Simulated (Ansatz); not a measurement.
## How the smearing shapes the phonons of YHg2 (P6/mmm)

Wanted: frequencies of YHg2 (P6/mmm) solved wavevector by wavevector at several smearings. The first relaxation steps of the session are not shown, so no cell shown is the starting entry, unless a step says so.

Main program and level: Ansatz 0.2.0; DFT PBEsol, scalar-relativistic, plane waves, PAW.

Most raw output is cut from this account.

### 1. The cell after earlier relaxation steps

The structure is hexagonal, space group P6/mmm (No. 191). Conventional cell: a = 4.838 Å, b = 4.838 Å, c = 3.406 Å, α = 90.00°, β = 90.00°, γ = 120.00°. Nearest to Y lie 12 Hg at 3.27 Å and 2 Y at 3.41 Å. Nearest to Hg lie 3 Hg at 2.79 Å and 6 Y at 3.27 Å. Farther neighbours are not listed.

Coordinates:

```
Y Hg
1.0
     4.83843    0.00000    0.00000
    -2.41922    4.19021    0.00000
     0.00000    0.00000    3.40619
Y Hg
1 2
Direct
  0.00000 0.00000 0.00000
  0.33333 0.66667 0.50000
  0.66667 0.33333 0.50000
```

### 2. Relaxing tightly for phonons

Phonons are second derivatives about the minimum, so the remaining forces must be small: the thresholds are tightened. Earlier relaxation steps are not shown.

input.yaml reads:

```yaml
crystal:
  lattice:
    - [4.8384329169, 0.0, 0.0]
    - [-2.4192164585, 4.1902058206, 0.0]
    - [0.0, 0.0, 3.4061948948]
  atoms:
    - { symbol: "Y", position: [0.0, 0.0, 0.0] }
    - { symbol: Hg, position: [0.3333333333, 0.6666666667, 0.5] }
    - { symbol: Hg, position: [0.6666666667, 0.3333333333, 0.5] }
kpoints:
  mp_grid: { grid: [6, 6, 8] }
hamiltonian:
  xc: pbesol
scf:
  occupations: { method: methfessel_paxton, width: 0.2 }
output:
  forces: true
  stress: true
  eigenvalues: true
relax:
  adjacent_minimum: "off"
  f_tol: 0.001
  max_steps: 60
  cell: { stress_tol: 0.01 }
```

On the command line:

```sh
$ ansatz run input.yaml --threads 4 --pin off --max-ram 8192MiB --backend cpu --events-out ev --progress --plain --runs-dir out
```

It took 3.3 s on 4 threads of Arm Neoverse V2, shared host; peak memory 0.41 GiB; 12 s of CPU time.

Relaxation path:

```csv
step,energy less that of the first step (eV),largest force component (eV/Å),pressure (GPa),volume (Å³)
1,0.0000,0.0000,0.10,69.06
2,-0.0001,0.0000,-0.09,69.15
3,-0.0002,0.0000,0.00,69.06
4,-0.0002,0.0000,0.00,69.06
```

The log counts 1 steps on a newly chosen plane-wave basis, not all of them marked here; energy and pressure can jump at such steps.

```csv
"conventional cell, symmetrised",before,after,change
a (Å),4.838,4.846,+0.2 %
b (Å),4.838,4.846,+0.2 %
c (Å),3.406,3.396,-0.3 %
volume (Å³/atom),23.02,23.02,-0.0 %
```

The relaxed structure:

```cif
data_structure
_symmetry_space_group_name_H-M 'P 1'
_symmetry_Int_Tables_number 1
_cell_length_a 4.8457
_cell_length_b 4.8457
_cell_length_c 3.3960
_cell_angle_alpha 90.000
_cell_angle_beta 90.000
_cell_angle_gamma 120.000
_cell_volume 69.06
loop_
_atom_site_label
_atom_site_type_symbol
_atom_site_fract_x
_atom_site_fract_y
_atom_site_fract_z
_atom_site_occupancy
Y1 Y 0.00000 0.00000 0.00000 1
Hg2 Hg 0.33333 0.66667 0.50000 1
Hg3 Hg 0.66667 0.33333 0.50000 1
```

This step gave:

| Property | Result |
| --- | --- |
| pressure | 0.003605 GPa |
| volume per atom | 23.02 Å³ |
| metallic on mesh | yes |
| gap on the k-mesh | 0 eV |

The largest force is now zero by symmetry and the largest stress component 0.0080 GPa, small enough for phonons.

### 3. Wavevectors along a line: Fermi–Dirac smearing of 0.1 eV

Each wavevector is solved by itself, so no interpolation smooths a dip of the branch.

input.yaml reads:

```yaml
crystal:
  lattice:
    - [4.8457194492, 0.0, 0.0]
    - [-2.4228597246, 4.1965161426, 0.0]
    - [0.0, 0.0, 3.3959542749]
  atoms:
    - { symbol: "Y", position: [0.0, 0.0, 0.0] }
    - { symbol: Hg, position: [0.3333333333, 0.6666666667, 0.5] }
    - { symbol: Hg, position: [0.6666666667, 0.3333333333, 0.5] }
kpoints:
  mp_grid: { grid: [9, 9, 12] }
hamiltonian:
  xc: pbesol
scf:
  occupations: { method: fermi_dirac, width: 0.1 }
output:
  eigenvalues: true
phonons:
  method: dfpt
  qpoints: [[0, 0, 0], [0.333333333, 0.0, 0.0]]
```

The job ended after 1.8 min (4 threads; peak memory 2.6 GiB).

Each wavevector solved by linear response. The frequency by |q| along the line; 7 of 8 lines:

```csv
|q| along the line (Å⁻¹),mode 1 (cm⁻¹),mode 2 (cm⁻¹),mode 3 (cm⁻¹),mode 4 (cm⁻¹),mode 5 (cm⁻¹),mode 6 = mode 7 (cm⁻¹),mode 8 (cm⁻¹)
0.000,0,0,0,42.0,98.0,118,135
0.499,35.4,40.2,40.4,78.1,88.0,96.4,135
```

### 4. Phonons along a line: Fermi–Dirac smearing of 0.25 eV

The smearing blurs the Fermi surface that screens the phonons; a Fermi–Dirac width is an electronic temperature.

Edit input.yaml of step 3 so:

```diff
@@ -14,3 +14,3 @@
 scf:
-  occupations: { method: fermi_dirac, width: 0.1 }
+  occupations: { method: fermi_dirac, width: 0.25 }
 output:
```

Wider smearing eases the sum over k-points of a metal but moves the result away from its zero-temperature value.

It took 1.9 min on 4 threads; peak memory 2.7 GiB; 7.4 min of CPU time.

Each wavevector solved by linear response. The frequency by |q| along the line; 7 of 9 lines:

```csv
|q| along the line (Å⁻¹),mode 1 (cm⁻¹),mode 2 (cm⁻¹),mode 3 (cm⁻¹),mode 4 (cm⁻¹),mode 5 (cm⁻¹),mode 6 (cm⁻¹),mode 7 (cm⁻¹)
0.000,0,0,0,38.5,96.5,116,116
0.499,35.0,38.1,39.8,77.2,88.9,96.1,96.3
```

Against step 3 (now smearing width 0.25 eV), the free energy moves by -51.1 meV an atom.

### 5. Phonons along a line: Fermi–Dirac smearing of 0.04 eV

Edit input.yaml of step 4 so:

```diff
@@ -14,3 +14,3 @@
 scf:
-  occupations: { method: fermi_dirac, width: 0.25 }
+  occupations: { method: fermi_dirac, width: 0.04 }
 output:
```

Narrower smearing comes nearer the zero-temperature value but asks more of the mesh.

It took 1.8 min on 4 threads; peak memory 2.6 GiB.

Each wavevector solved by linear response. Frequency against |q| along the line; 7 of 9 lines:

```csv
|q| along the line (Å⁻¹),mode 1 (cm⁻¹),mode 2 (cm⁻¹),mode 3 (cm⁻¹),mode 4 (cm⁻¹),mode 5 (cm⁻¹),mode 6 (cm⁻¹),mode 7 (cm⁻¹)
0.000,0,0,0,42.4,97.8,119,119
0.499,34.5,40.1,40.3,78.1,86.7,95.9,96.6
```

Against step 3 (now smearing width 0.04 eV), the free energy moves by +8.9 meV an atom.

### 6. Phonons along a line: Methfessel–Paxton smearing of 0.2 eV

The smearing blurs the Fermi surface that screens the phonons; a Methfessel–Paxton width blurs it less than a thermal one.

Edit input.yaml of step 5 so:

```diff
@@ -14,3 +14,3 @@
 scf:
-  occupations: { method: fermi_dirac, width: 0.04 }
+  occupations: { method: methfessel_paxton, width: 0.2 }
 output:
```

Wall time 1.8 min (4 threads); peak memory 2.6 GiB.

Each wavevector solved by linear response. Frequency against |q| along the line; 7 of 9 lines:

```csv
|q| along the line (Å⁻¹),mode 1 (cm⁻¹),mode 2 (cm⁻¹),mode 3 (cm⁻¹),mode 4 (cm⁻¹),mode 5 (cm⁻¹),mode 6 (cm⁻¹),mode 7 (cm⁻¹)
0.000,0,0,0,42.8,98.3,119,119
0.499,34.8,40.3,40.6,78.2,87.3,96.3,96.7
```

Against step 3 (now occupations Methfessel-Paxton and smearing width 0.2 eV), the free energy moves by +10.3 meV an atom.

### 7. The lowest branch at each setting

The lowest frequency by |q| along the line:

```csv
|q| along the line (Å⁻¹),"fermi dirac 0.1 eV, k 9x9x12 (cm⁻¹)","fermi dirac 0.25 eV, k 9x9x12 (cm⁻¹)","fermi dirac 0.04 eV, k 9x9x12 (cm⁻¹)","methfessel paxton 0.2 eV, k 9x9x12 (cm⁻¹)"
0.000,0,0,0,0
0.499,35.4,35.0,34.5,34.8
```

### 8. Summary of results

```yaml
phonon_run_of_the_rows_without_a_label_of_their_own: PBEsol, k 9×9×12
lowest_branch_at_the_last_solved_point_fermi_dirac_0p1_ev: 35.4 cm⁻¹ at |q| = 0.499 Å⁻¹
lowest_branch_at_the_last_solved_point_fermi_dirac_0p25_ev: 35.0 cm⁻¹ at |q| = 0.499 Å⁻¹
lowest_branch_at_the_last_solved_point_fermi_dirac_0p04_ev: 34.5 cm⁻¹ at |q| = 0.499 Å⁻¹
lowest_branch_at_the_last_solved_point_methfessel_paxton_0p2_ev: 34.8 cm⁻¹ at |q| = 0.499 Å⁻¹
```

What this shows: No branch softens by more than 4 % of the top frequency as the smearing narrows, so no anomaly that hangs on the smearing shows at these points. The line holds 2 wavevectors, so a narrow dip between them would be missed. Between Fermi–Dirac 0.25 eV and Fermi–Dirac 0.04 eV the largest change, with modes counted by rank of frequency, is in mode 4 at |q| = 0 Å⁻¹, from 38.5 to 42.4 cm⁻¹. Where branches cross, a count by rank can hide a softening. At the narrowest width the k mesh may not resolve the Fermi surface, so part of the change can be mesh noise. Spin–orbit coupling, left out here, matters for Hg.

[Logs are printed without paths, hosts, clocks, repeated set-up lines and the standing remarks that a program may print on its own settings, such as how far it seeks lower states.]

[Hosts, paths, dates, database ids (printed as entryN), source tags and the programs' standing remarks are cut or masked in the printed files.]
